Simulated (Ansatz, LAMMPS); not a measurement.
# What went wrong? glassy 69SiO2-10CaO-10Na2O-10BaO (mol %) (81 atoms)

Program: Ansatz 0.2.0. The cell: 20 Si, 3 Ca, 6 Na, 3 Ba and 49 O.

The input, input.yaml:

```yaml
crystal:
  lattice:
    - [10.39993, 0.0, 0.0]
    - [0.0, 10.39993, 0.0]
    - [0.0, 0.0, 10.39993]
  atoms:
    - { symbol: Si, position: [0.67104, 0.7607, 0.17296] }
    - { symbol: Si, position: [0.54943, 0.59924, 0.86875] }
    - { symbol: Si, position: [0.53176, 0.49592, 0.5924] }
    - { symbol: Si, position: [0.17683, 0.39796, 0.73828] }
    - { symbol: Si, position: [0.27039, 0.65924, 0.84203] }
    - { symbol: Si, position: [0.83558, 0.64651, 0.8007] }
    - { symbol: Si, position: [0.76122, 0.26318, 0.01639] }
    - { symbol: Si, position: [0.3186, 0.13245, 0.66541] }
    - { symbol: Si, position: [0.51622, 0.41968, 0.11017] }
    - { symbol: Si, position: [0.24449, 0.04, 0.94172] }
    - { symbol: Si, position: [0.24678, 0.4917, 0.4702] }
    - { symbol: Si, position: [0.0735, 0.93819, 0.15194] }
    - { symbol: Si, position: [0.85851, 0.80041, 0.53317] }
    - { symbol: Si, position: [0.98046, 0.40967, 0.16915] }
    - { symbol: Si, position: [0.89292, 0.3471, 0.7548] }
    - { symbol: Si, position: [0.25339, 0.27039, 0.12959] }
    - { symbol: Si, position: [0.58076, 0.77577, 0.47027] }
    - { symbol: Si, position: [0.50557, 0.95034, 0.02461] }
    [... 57 atom lines left out ...]
    - { symbol: O, position: [0.62017, 0.31671, 0.04291] }
    - { symbol: O, position: [0.55387, 0.44103, 0.25199] }
    - { symbol: O, position: [0.16528, 0.89853, 0.26732] }
    - { symbol: O, position: [0.56563, 0.80032, 0.06148] }
    - { symbol: O, position: [0.79523, 0.27145, 0.86035] }
    - { symbol: O, position: [0.9258, 0.41047, 0.30247] }
kpoints:
  mp_grid: { grid: [1, 1, 1] }
hamiltonian:
  xc: pbe
scf:
  occupations: { method: fixed }
  eigensolver: { kind: { support_functions: { accuracy: medium, radius: 3.12 } } }
  max_iter: 150
output:
  forces: true
  eigenvalues: true
```

Command:

```sh
$ ansatz run input.yaml --threads 4 --pin off --max-ram 8192MiB --backend cpu --events-out ev --progress --plain --runs-dir out
```

The log of the run:

```text
Warning: scf.eigensolver.kind.support_functions: disabling space-group detection — the functions' gradient is summed over unrotated k-points, so no spatial operation reduces the k-mesh or symmetrises the density; time reversal is kept, so that k and −k are solved as one point where they differ and the mesh holds both, and exact exchange and, on two spinor components, a DFT+U term hold to it where the run has them: [...]
Warning: basis.ecutwfc = 464 eV, auto-derived: no grid that the accuracy of the support functions lays serves the files at the lower one that their records recommend; a deck with other species or settings can derive another value
settings of this run that can trade accuracy for cost: scf.eigensolver.kind.support_functions [...]
Engine: ansatz 0.2.0, aarch64-unknown-linux-gnu
Pseudopotentials: kind: paw
Pseudopotential: Si, paw, valence charge 4, recommended cutoff 420 eV (normal), Si.paw.azcp
Pseudopotential: Ca, paw, valence charge 10, recommended cutoff 420 eV (normal), Ca.paw.azcp
Pseudopotential: Na, paw, valence charge 9, recommended cutoff 420 eV (normal), Na.paw.azcp
Pseudopotential: Ba, paw, valence charge 10, recommended cutoff 420 eV (normal), Ba.paw.azcp
Pseudopotential: O, paw, valence charge 6, recommended cutoff 420 eV (normal), O.paw.azcp
[... 5 lines on functional and potentials left out ...]
Error: SCF: the radius of support functions is under 3.49 Å, the least for these sites at the functions' level (scf.eigensolver.kind.support_functions.accuracy). Use scf.eigensolver.kind: auto, or type scf.eigensolver.kind.support_functions.radius at least as long, [...]
```

The job ended after 6.7 s (4 threads of Arm Neoverse V2, shared host; peak memory 0.35 GiB).

Q: Name the fault and the fix.

A radius under the least that the level allows: support_functions.radius = 3.12.

The fix is to use a longer radius.

The run ended with an error.

[Logs are printed without paths, hosts, clocks, repeated set-up lines and the standing remarks that a program may print on its own settings, such as how far it seeks lower states.]

[Hosts, paths, dates, database ids (printed as entryN), source tags and the programs' standing remarks are cut or masked in the printed files.]
